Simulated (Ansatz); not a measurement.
# Ag2Bi (built on the YAu2 structure): following an unstable mode, part 3 of 3

Which phase does Ag2Bi (built on the YAu2 structure) fall into along its unstable mode, and how much energy does it gain?

Ansatz 0.2.0; DFT PBEsol, scalar-relativistic, plane waves, PAW.

So far. Step 5 (Energy along the mode, all amplitudes (two of the runs …): The lowest step is at 0.32 Å, 8.88 meV/atom below the parent, and the energy rises beyond it. Step 7 (The new phase in its own primitive cell): The largest force component left is 0.22 meV/Å and the pressure is -0.001 GPa, within the tolerances set. The cell now holds 21.37 Å³/atom. The relaxed cell has a, b, c = 10.250, 5.287, 4.732 Å (conventional setting).

The structure was built from a prototype and need not be the compound's stable phase.

## (8) Modes of the new phase, k-mesh 8×8×8

A relaxed structure may still be a saddle point, so its zone-centre modes are computed. No field response is asked, since the mesh shows no gap.

Contents of input.yaml:

```yaml
crystal:
  lattice:
    - [5.1252391964, -2.6436427636, 0.0]
    - [5.1252391964, 2.6436427636, 0.0]
    - [0.0, 0.0, 4.7316544247]
  atoms:
    - { symbol: Bi, position: [0.2213573377, 0.7786426623, 0.25] }
    - { symbol: Bi, position: [0.7786426623, 0.2213573377, 0.75] }
    - { symbol: Ag, position: [0.4601849985, 0.1530077915, 0.25] }
    - { symbol: Ag, position: [0.1530077915, 0.4601849985, 0.75] }
    - { symbol: Ag, position: [0.8469922085, 0.5398150015, 0.25] }
    - { symbol: Ag, position: [0.5398150015, 0.8469922085, 0.75] }
kpoints:
  mp_grid: { grid: [8, 8, 8] }
hamiltonian:
  xc: pbesol
scf:
  occupations: { method: methfessel_paxton, width: 0.2 }
output:
  eigenvalues: true
phonons:
  method: dfpt
```

Command:

```
ansatz run input.yaml --threads 8 --pin off --max-ram 14336MiB --backend cpu --events-out ev --progress --plain --runs-dir out
```

Log:

```text
zone centre: on kpoints.mp_grid the ground state, and the responses unless they are solved on pairs of k-points, stand on 170 of the mesh's 512 k-points, reduced under 2 symmetry operations, with k and −k counted as one. Each operation leaves every solved displacement unchanged or reverses it
[...]
Crystal: 6 atoms, lattice volume = 128.221 Å³
Basis set: ecut = 420 eV, 2515 PW (Γ), exchange–correlation on 80×80×64 points (8 copies of the dense FFT grid, shifted against one another)
Bands: 64, of which v1, the nominal top of the filled ones, is band 53 counted from 1 (52 counted from 0)
Symmetry: 8 space group operations
k-points: 170 of 512 (irreducible under 2 space group operations, time reversal used)
[...]
SCF iter   1: F=—  HF=-54572.600921 eV  |F-HF|=—  |Δ(HF+E_count)|=         —  Δρ=7.49e-3  dr2=7.07e-2  ethr=1.77e-3  ⟨swp⟩=6.4  Hψ=39939  notcnv=0  defer=23
[...]
SCF iter  10: F=-54572.582765 eV  HF=-54572.582765 eV  |F-HF|=7.28e-12  |Δ(HF+E_count)|=  1.46e-11  S|Δr|=    0.00e0  Δρ=5.84e-8  dr2=4.64e-12  ethr=1.00e-12  ⟨swp⟩=10.9  Hψ=60669  notcnv=0
SCF 1 converged in 10 iterations: F = -54572.582765 eV  dr2 = 4.64e-12
[...]
DFPT response loops at Γ: preconditioner auto → Kerker (q_TF=auto, 2.643 Å⁻¹) (partly filled bands, converged f_vac=0.000); β = 1.00, the filter's whole step (`scf.mixing.beta` (0.50) is not read by the response loops under this deck's `scf.mixing.preconditioner`; to damp them name `kerker` or `kerker_dos`, under which they read `scf.mixing.beta`, and type it under 1.00, their step now; both keys bind the ground state too); Broyden in place of MSR1
SCF converged after 10 iterations
[...]
Free energy (F): -54572.582765 eV
[...]
Internal energy: -54572.581941 eV  (E = F + TS)
E sigma→0 (E₀):  -54572.582559 eV
Entropy (-TS):   -0.000824 eV (-0.137 meV/atom)
Fermi energy:    14.889946 eV
[...]
--- Band table (eV; the first three rows and the last of 170) ---
  k-point 0: bands = [... 49 lower, 12.0735, 12.4340, 13.4048, 14.8014, 15.5452, 16.3605, 17.5182, 17.7223, ... 7 higher]
  k-point 1: bands = [... 49 lower, 11.9995, 12.5607, 13.5134, 14.7920, 15.6435, 16.7408, 16.9133, 17.1572, ... 7 higher]
  k-point 2: bands = [... 49 lower, 12.1120, 12.8841, 13.7992, 14.7227, 15.6462, 15.9400, 16.0208, 17.1235, ... 7 higher]
  k-point 169: bands = [... 49 lower, 11.5807, 12.5792, 12.5792, 13.8926, 13.8926, 18.7197, 18.7197, 19.3266, ... 7 higher]
--- Phonons (Γ-DFPT): 6 representative perturbations + reference, on 170 of 512 k-points (Σ response iterations 20) ---
  k mesh reduced under 2 symmetry operations, with k and −k counted as one. Each operation leaves every solved displacement unchanged or reverses it
  ASR residual: 1.269e-4 → 0.000e0 eV/Å²; symmetrization residual: 4.230e-5 eV/Å²
  ASR residual per site (eV/Å²): 1.02e-4 1.02e-4 1.27e-4 1.27e-4 1.27e-4 1.27e-4
  Γ frequencies (cm⁻¹): 0.00 0.00 0.00 45.48 54.51 55.27 65.31 66.01 69.17 77.00 79.89 92.96 103.85 114.71 116.59 134.85 136.94 159.55
  non-analytic LO–TO correction: not included (Born effective charges unavailable; polar crystals: no LO–TO splitting at Γ)
```

Wall time 2.3 min (8 threads of Arm Neoverse V2, shared host); peak memory 3.9 GiB.

This step gave:

```
sum-rule residual before enforcement                    : 1.27e-4 eV/Å²
point group                                             : mmm
highest optical mode at the zone centre (no LO-TO term) : 159.6 cm⁻¹
lowest optical zone-centre mode                         : 45.48 cm⁻¹
```

Patterns of degenerate modes are one choice out of their space. Modes at Γ, with each element's share of the kinetic energy:

```
mode  frequency (cm⁻¹)  symmetry  Bi %  Ag %
   1               0.0  acoustic    49    51
   2               0.0  acoustic    49    51
   3               0.0  acoustic    49    51
   4              45.5       B1u    51    49
   5              54.5       B2u    48    52
   6              55.3       B1g    68    32
   7              65.3       B1g    27    73
   8              66.0        Ag     6    94
   9              69.2       B3g    98     2
  10              77.0        Ag    81    19
  11              79.9       B2u     3    97
  12              93.0       B3u    45    55
  13             103.8        Au     0   100
  14             114.7        Ag    13    87
  15             116.6       B2g     0   100
  16             134.8       B1g     5    95
  17             136.9       B3u     5    95
  18             159.6       B3g     2    98
```

Displacements in mode 4 (45.5 cm⁻¹), the largest set to 1:
```
Bi1  0.00  0.00  1.00
Bi2  0.00  0.00  1.00
Ag3  0.00  0.00 -0.97
Ag4  0.00  0.00 -0.97
Ag5  0.00  0.00 -0.97
Ag6  0.00  0.00 -0.97
```

Displacements in mode 13 (103.8 cm⁻¹), the largest set to 1:
```
Bi1  0.00  0.00  0.00
Bi2  0.00  0.00  0.00
Ag3  0.00  0.00 -1.00
Ag4  0.00  0.00  1.00
Ag5  0.00  0.00  1.00
Ag6  0.00  0.00 -1.00
```

Before it was imposed, the acoustic sum rule was missed by 1.3e-4 eV/Å². Small misses are needed for a sound result but don't prove that mesh and cutoff are converged. The lowest optical mode is real, 45.5 cm⁻¹.

## (9) What came out

| Item | Value |
| --- | --- |
| unstable mode of the parent | q = (0, 0, -0.5), 33i cm⁻¹ |
| depth at the lowest point sampled | 8.88 meV/atom |
| largest atomic shift at that point | 0.32 Å |
| space group reached | Cmcm |
| energy gained over the parent (first relaxation, on the mesh of the frozen mode) | 23.8 meV/atom |
| volume per atom, phase reached | 21.4 Å³ |
| lowest optical zone-centre mode, phase reached | 45.5 cm⁻¹ |
| highest optical mode at the zone centre (no LO-TO term), phase reached | 160 cm⁻¹ |

What this shows: Along this mode the structure falls into Cmcm, 23.8 meV/atom below the parent. At the parent's cell the well is 8.878 meV/atom deep on the steps tried, with its lowest point at a shift of 0.32 Å. Relaxing atoms and cell changes the gain by +14.96 meV/atom against the lowest step (energies at zero smearing). Most of the total comes from this relaxation. The new phase has no imaginary mode at the zone centre of its cell; other wavevectors were not checked. Of the 2 patterns followed from this parent, this one reaches the lowest energy. Each path keeps the symmetry of its pattern, so a lower phase may lie along a pattern not tried. The q mesh stands for a supercell only 7.0 Å across, so branches between the solved wavevectors are rough. With no gap, or one that is small against the smearing, the frequencies hang on the k mesh and the smearing, most of all near Kohn anomalies. The phonon runs are without spin polarisation, although the cell has an odd electron count. Spin-orbit coupling is left out, which can matter for the heavy elements here. A phonon run warned that its eigensolver left some bands unconverged in a pass. The starting cell was built on a prototype and not taken from a measurement, so the phase need not exist.

[Long decimals in the printed logs are rounded to 6 places.]

[Logs are printed without paths, hosts, clocks, repeated set-up lines and the standing remarks that a program may print on its own settings, such as how far it seeks lower states.]

[Hosts, paths, dates, database ids (printed as entryN), source tags and the programs' standing remarks are cut or masked in the printed files.]

[Where the starting crystal was built by hand or by swapping elements, it need not be the compound's stable phase.]
